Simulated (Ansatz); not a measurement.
## LiNbO3 (R3c): given cell or relaxed cell?

Wanted: the change of the gap of LiNbO3 (R3c) on relaxing cell and ions.

Calculated with Ansatz 0.2.0; PBE, HSE06 and G0W0, plane waves, PAW.

Report form: inputs, costs, results and the conclusion, without the logs.

### Step 1. Starting point

Symmetry: R3c, No. 161, trigonal system. The conventional cell has a = 5.152 Å, b = 5.152 Å, c = 13.869 Å, α = 90.00°, β = 90.00°, γ = 120.00°. Li has 6 O at 2.07 to 2.24 Å nearest. Nb has 6 O at 1.88 to 2.13 Å nearest. O has 2 Nb at 1.88 to 2.13 Å and 2 Li at 2.07 to 2.24 Å nearest. Farther neighbours, and contacts between anions beyond the nearest, are not listed.

The cell and positions come from the Crystallography Open Database and are kept as given unless a step says otherwise. The default PAW set here is soft_2. Its files were made with PBE.

### Step 2. PBE bands at the given cell

Levels along a band path, at the cheap level, show where the edges lie and whether the meshes to come will hold them.

This step: DFT, PBE, plane waves, PAW.

The input, input.yaml:

```yaml
crystal:
  lattice:
    - [2.5758, 1.4871388234, 4.623]
    - [-2.5758, 1.4871388234, 4.623]
    - [0.0, -2.9742776468, 4.623]
  atoms:
    - { symbol: Li, position: [0.2815, 0.2815, 0.2815] }
    - { symbol: Li, position: [0.7815, 0.7815, 0.7815] }
    - { symbol: Nb, position: [5.5e-05, 5.5e-05, 5.5e-05] }
    - { symbol: Nb, position: [0.500055, 0.500055, 0.500055] }
    - { symbol: O, position: [0.11231, 0.35836, 0.71959] }
    - { symbol: O, position: [0.71959, 0.11231, 0.35836] }
    - { symbol: O, position: [0.35836, 0.71959, 0.11231] }
    - { symbol: O, position: [0.21959, 0.85836, 0.61231] }
    - { symbol: O, position: [0.85836, 0.61231, 0.21959] }
    - { symbol: O, position: [0.61231, 0.21959, 0.85836] }
kpoints:
  mp_grid: { grid: [6, 6, 6] }
  band_path:
    path:
      - [[0.0, 0.0, 0.0], [-0.5, -0.5, -0.5], [-0.5, -0.23565315, -0.76434685]]
      - [[-0.23565315, 0.23565315, -0.5], [0.0, 0.0, -0.5], [0.0, 0.0, 0.0], [0.0, 0.36782657, -0.36782657]]
      - [[-0.36782657, 0.0, -0.63217343], [-0.5, 0.0, -0.5], [0.0, 0.0, 0.0]]
    npoints: 10
hamiltonian:
  xc: pbe
scf:
  occupations: { method: fermi_dirac, width: 0.02 }
  n_extra_bands: 7
output:
  eigenvalues: true
  forces: true
  stress: true
  write_density: true
  write_potential: true
  elf: true
  volumetric_format: npy
```

Command:

```sh
$ ansatz run input.yaml --threads 3 --pin off --max-ram 92160MiB --backend cuda --events-out ev --progress --plain --runs-dir out --devices 1 --max-vram 13GiB
```

Elapsed: 15 s, on 1 × NVIDIA H100 80GB HBM3 (shared by 6 runs) with 3 threads of AMD EPYC 7R13 (Zen 3), shared host; peak memory 0.96 GiB.

Numbers from this step:

```
pressure             : 4.635 GPa
filled bands         : 34
gap                  : 3.584 eV
valence top at       : k = (-0.150, -0.150, -0.150)
conduction bottom at : k = (-0.381, 0.000, -0.619)
least direct gap     : 3.620 eV
```

The gap is indirect, with the least direct gap 0.04 eV higher. The pressure of 5 GPa says that this functional would expand the cell; it is kept.

### Step 3. Relaxing cell and ions

A relaxation comes first: leftover forces or stress would pass straight into the levels.

input.yaml, the sections that differ from step 2:

```yaml
kpoints:
  mp_grid: { grid: [6, 6, 6] }
scf:
  occupations: { method: fermi_dirac, width: 0.02 }
relax:
  f_tol: 0.01
  max_steps: 60
  cell: {}
# crystal, hamiltonian: as in step 2
# output: removed
```

The job ended after 47 s (1 × NVIDIA H100 80GB HBM3 (shared by 6 runs) with 3 threads; peak memory 0.98 GiB).

The steps of the relaxation:

| step | energy less that of the first step (eV) | largest force component (eV/Å) | pressure (GPa) | volume (Å³) |
| --- | --- | --- | --- | --- |
| 1 | 0.0000 | 0.1998 | 4.64 | 106.25 |
| 2 | -0.0256 | 0.1231 | 0.03 | 108.45 |
| 3 | -0.0260 | 0.0894 | -0.03 | 108.59 |
| 4 | -0.0260 | 0.0386 | -0.04 | 108.77 |
| 5 | -0.0260 | 0.0130 | -0.01 | 108.83 |
| 6 | -0.0260 | 0.0039 | -0.04 | 108.83 |
| 7 | -0.0261 | 0.0011 | 0.00 | 108.79 |
| 8* | -0.0374 | 0.0013 | 0.18 | 108.79 |
| 9 | -0.0366 | 0.0086 | -0.11 | 109.01 |
| 10 | -0.0368 | 0.0003 | 0.00 | 108.97 |
| 11* | -0.0377 | 0.0003 | 0.01 | 108.97 |

Relaxation steps marked * repeat the geometry before them on a plane-wave basis chosen anew for their cell, so energy and pressure can jump there.

Forces are held to the 6 operations that the program found; a distortion that breaks them can't arise in this run.

| conventional cell, symmetrised | before | after | change |
| --- | --- | --- | --- |
| a (Å) | 5.152 | 5.190 | +0.7 % |
| b (Å) | 5.152 | 5.190 | +0.7 % |
| c (Å) | 13.869 | 14.015 | +1.1 % |
| volume (Å³/atom) | 10.63 | 10.90 | +2.6 % |

### Step 4. PBE at the relaxed cell

The input, input.yaml:

```yaml
crystal:
  lattice:
    - [2.594837193, 1.4981299519, 4.6717482614]
    - [-2.594837193, 1.4981299519, 4.6717482614]
    - [0.0, -2.9962599038, 4.6717482614]
  atoms:
    - { symbol: Li, position: [0.2816720188, 0.2816720188, 0.2816720188] }
    - { symbol: Li, position: [0.7816720188, 0.7816720188, 0.7816720188] }
    - { symbol: Nb, position: [0.000449072, 0.000449072, 0.000449072] }
    - { symbol: Nb, position: [0.500449072, 0.500449072, 0.500449072] }
    - { symbol: O, position: [0.1105402833, 0.3580509445, 0.7211026814] }
    - { symbol: O, position: [0.7211026814, 0.1105402833, 0.3580509445] }
    - { symbol: O, position: [0.3580509445, 0.7211026814, 0.1105402833] }
    - { symbol: O, position: [0.2211026814, 0.8580509445, 0.6105402833] }
    - { symbol: O, position: [0.8580509445, 0.6105402833, 0.2211026814] }
    - { symbol: O, position: [0.6105402833, 0.2211026814, 0.8580509445] }
kpoints:
  mp_grid: { grid: [6, 6, 6] }
  band_path:
    path:
      - [[0.0, 0.0, 0.0], [-0.5, -0.5, -0.5], [-0.5, -0.23565315, -0.76434685]]
      - [[-0.23565315, 0.23565315, -0.5], [0.0, 0.0, -0.5], [0.0, 0.0, 0.0], [0.0, 0.36782657, -0.36782657]]
      - [[-0.36782657, 0.0, -0.63217343], [-0.5, 0.0, -0.5], [0.0, 0.0, 0.0]]
    npoints: 10
hamiltonian:
  xc: pbe
scf:
  occupations: { method: fermi_dirac, width: 0.02 }
  n_extra_bands: 7
output:
  eigenvalues: true
  forces: true
  stress: true
  write_density: true
  write_potential: true
  elf: true
  volumetric_format: npy
```

Elapsed: 16 s, on 1 × NVIDIA H100 80GB HBM3 (shared by 6 runs) with 3 threads; peak memory 0.97 GiB.

Read from the output:

```
pressure             : 0.009145 GPa
gap                  : 3.536 eV
valence top at       : k = (-0.100, -0.100, -0.100)
conduction bottom at : k = (-0.381, 0.000, -0.619)
least direct gap     : 3.588 eV
```

The gap is indirect, with the least direct gap 0.05 eV higher.

### Step 5. HSE06 at the relaxed cell

HSE06 mixes in a quarter of exact exchange at short range. Exchange couples all pairs of k points, which makes a full band path dear, so levels are read on the mesh and at chosen points.

This step: DFT, HSE06, plane waves, PAW.

input.yaml, as its differences from that of step 4:

```diff
@@ -17,13 +17,21 @@
 kpoints:
-  mp_grid: { grid: [6, 6, 6] }
+  mp_grid: { grid: [4, 4, 4] }
   band_path:
     path:
-      - [[0.0, 0.0, 0.0], [-0.5, -0.5, -0.5], [-0.5, -0.23565315, -0.76434685]]
-      - [[-0.23565315, 0.23565315, -0.5], [0.0, 0.0, -0.5], [0.0, 0.0, 0.0], [0.0, 0.36782657, -0.36782657]]
-      - [[-0.36782657, 0.0, -0.63217343], [-0.5, 0.0, -0.5], [0.0, 0.0, 0.0]]
-    npoints: 10
+      - [0.0, 0.0, 0.0]
+      - [-0.5, -0.5, -0.5]
+      - [-0.5, -0.23565315, -0.76434685]
+      - [-0.23565315, 0.23565315, -0.5]
+      - [0.0, 0.0, -0.5]
+      - [0.0, 0.36782657, -0.36782657]
+      - [-0.36782657, 0.0, -0.63217343]
+      - [-0.5, 0.0, -0.5]
+      - [-0.15, -0.15, -0.15]
+      - [-0.381043913, 0.0, -0.618956087]
+      - [-0.1, -0.1, -0.1]
+    npoints: 1
 hamiltonian:
-  xc: pbe
+  xc: hse06
 scf:
-  occupations: { method: fermi_dirac, width: 0.02 }
+  occupations: { method: fixed }
   n_extra_bands: 7
@@ -31,7 +39 @@
   eigenvalues: true
-  forces: true
-  stress: true
-  write_density: true
-  write_potential: true
-  elf: true
-  volumetric_format: npy
```

The job ended after 62 s (1 × NVIDIA H100 80GB HBM3 (shared by 6 runs) with 3 threads; peak memory 1.4 GiB).

Numbers from this step:

| Item | Value |
| --- | --- |
| gap | 4.970 eV |
| valence top at | v' |
| conduction bottom at | k = (-0.381, 0.000, -0.619) |
| least direct gap | 5.023 eV |

The gap stands +1.43 eV against PBE.

### Step 6. G0W0 at the relaxed cell

G0W0 replaces the xc potential by the self-energy, built once from these orbitals. Only a window of levels is corrected, while the sums run over the empty bands that the input names.

This step: G0W0 on PBE, plane waves, PAW.

input.yaml, as its differences from that of step 5:

```diff
@@ -18,22 +18,11 @@
   mp_grid: { grid: [4, 4, 4] }
-  band_path:
-    path:
-      - [0.0, 0.0, 0.0]
-      - [-0.5, -0.5, -0.5]
-      - [-0.5, -0.23565315, -0.76434685]
-      - [-0.23565315, 0.23565315, -0.5]
-      - [0.0, 0.0, -0.5]
-      - [0.0, 0.36782657, -0.36782657]
-      - [-0.36782657, 0.0, -0.63217343]
-      - [-0.5, 0.0, -0.5]
-      - [-0.15, -0.15, -0.15]
-      - [-0.381043913, 0.0, -0.618956087]
-      - [-0.1, -0.1, -0.1]
-    npoints: 1
 hamiltonian:
-  xc: hse06
+  xc: pbe
 scf:
   occupations: { method: fixed }
-  n_extra_bands: 7
-output:
-  eigenvalues: true
+gw:
+  n_empty_bands: 232
+  ecut_chi: 96
+  qp_bands: [v3, c3]
+  qp_kpoints: band_edges
+  screening: { model: contour_deformation }
```

Run time: 43 s. Hardware: 1 × NVIDIA H100 80GB HBM3 (shared by 6 runs) with 3 threads; peak memory 1.3 GiB; 59 s of CPU time.

Read from the output:

```
bands summed                                 : 266
RPA ε∞ on this mesh (eigenvalues)            : 4.880, 5.151, 5.151
plane waves in the screening matrix          : 223
G0W0 gap on the mesh                         : 5.077 eV
k of the valence top                         : 0, 0, 0
k of the conduction bottom                   : 0, 0.25, -0.5
starting gap on the mesh                     : 3.564 eV
least direct G0W0 gap on the computed points : 5.107 eV
```

The gap on the mesh goes from 3.56 eV to 5.08 eV, a correction of +1.51 eV. Between the two edge states, bare exchange in place of the xc potential would open the gap by 11.03 eV, and correlation takes back 9.52 eV. The start differs from the 3.54 eV found before because this mesh misses an edge.

### Step 7. G0W0 at the given cell

The input, input.yaml:

```yaml
crystal:
  lattice:
    - [2.5758, 1.4871388234, 4.623]
    - [-2.5758, 1.4871388234, 4.623]
    - [0.0, -2.9742776468, 4.623]
  atoms:
    - { symbol: Li, position: [0.2815, 0.2815, 0.2815] }
    - { symbol: Li, position: [0.7815, 0.7815, 0.7815] }
    - { symbol: Nb, position: [5.5e-05, 5.5e-05, 5.5e-05] }
    - { symbol: Nb, position: [0.500055, 0.500055, 0.500055] }
    - { symbol: O, position: [0.11231, 0.35836, 0.71959] }
    - { symbol: O, position: [0.71959, 0.11231, 0.35836] }
    - { symbol: O, position: [0.35836, 0.71959, 0.11231] }
    - { symbol: O, position: [0.21959, 0.85836, 0.61231] }
    - { symbol: O, position: [0.85836, 0.61231, 0.21959] }
    - { symbol: O, position: [0.61231, 0.21959, 0.85836] }
kpoints:
  mp_grid: { grid: [4, 4, 4] }
hamiltonian:
  xc: pbe
scf:
  occupations: { method: fixed }
gw:
  n_empty_bands: 226
  ecut_chi: 96
  qp_bands: [v3, c3]
  qp_kpoints: band_edges
  screening: { model: contour_deformation }
```

The job ended after 31 s (1 × NVIDIA H100 80GB HBM3 (shared by 6 runs) with 3 threads; peak memory 1.3 GiB; 46 s of CPU time).

Numbers from this step:

```yaml
bands_summed: 260
rpa_eps_infinity_on_this_mesh_eigenvalues: 4.981, 5.203, 5.203
plane_waves_in_the_screening_matrix: 211
g0w0_gap_on_the_mesh: 5.132 eV
k_of_the_valence_top: 0, 0, 0
k_of_the_conduction_bottom: 0, 0.25, -0.5
starting_gap_on_the_mesh: 3.618 eV
least_direct_g0w0_gap_on_the_computed_points: 5.138 eV
```

The gap on the mesh goes from 3.62 eV to 5.13 eV, a correction of +1.51 eV. Between the two edge states, bare exchange in place of the xc potential would open the gap by 11.05 eV, and correlation takes back 9.54 eV. The start differs from the 3.58 eV found before because this mesh misses an edge.

### Step 8. Together

G0W0 rows are gaps on the mesh, lowered where the mesh misses an edge of the band path.

| level | given cell (eV) | relaxed cell (eV) | change (eV) |
| --- | --- | --- | --- |
| PBE | 3.58 | 3.54 | −0.05 |
| HSE06 | - | 4.97 | - |
| G0W0@PBE | 5.10 | 5.05 | −0.05 |

### Step 9. Summary of results

```
volume change          : +2.6 %
PBE, given cell        : 3.58 eV
PBE, relaxed cell      : 3.54 eV
HSE06, relaxed cell    : 4.97 eV
G0W0@PBE, relaxed cell : 5.05 eV
G0W0@PBE, given cell   : 5.10 eV
known limits           : short of the basis limit; no spin-orbit coupling
```

**Reading.** Relaxation changes the volume by +2.6 % and the gap by −0.05 eV (PBE) and −0.05 eV (G0W0@PBE). Bands and cutoff are finite, so the gap stands short of the basis limit, usually by up to a few tenths of an eV; the mesh is an error of its own. The many-body steps are scalar-relativistic: spin-orbit coupling is not in them.

[Long decimals in the printed logs are rounded to 6 places.]

[Logs are printed without paths, hosts, clocks, repeated set-up lines and the standing remarks that a program may print on its own settings, such as how far it seeks lower states.]

[Paths, hosts, dates, memory and timing lines, banners, echoed tables and standing remarks are left out of the program output; an Ansatz launch command may be rebuilt from the run's recorded settings. Measured values are a selection of at most five: reports struck by readers or far from the other reports are left out. None is set beside runs whose start may be inverted or whose files or cutoffs have a known fault.]

[Runs of the session that timed out or met a known fault of the program may be left out.]

[Cells called generated may have been cut or substituted from an entry of the Crystallography Open Database or the Materials Project.]

[Hosts, paths, dates, database ids (printed as entryN), source tags and the programs' standing remarks are cut or masked in the printed files.]

[Where the starting crystal was built by hand or by swapping elements, it need not be the compound's stable phase.]
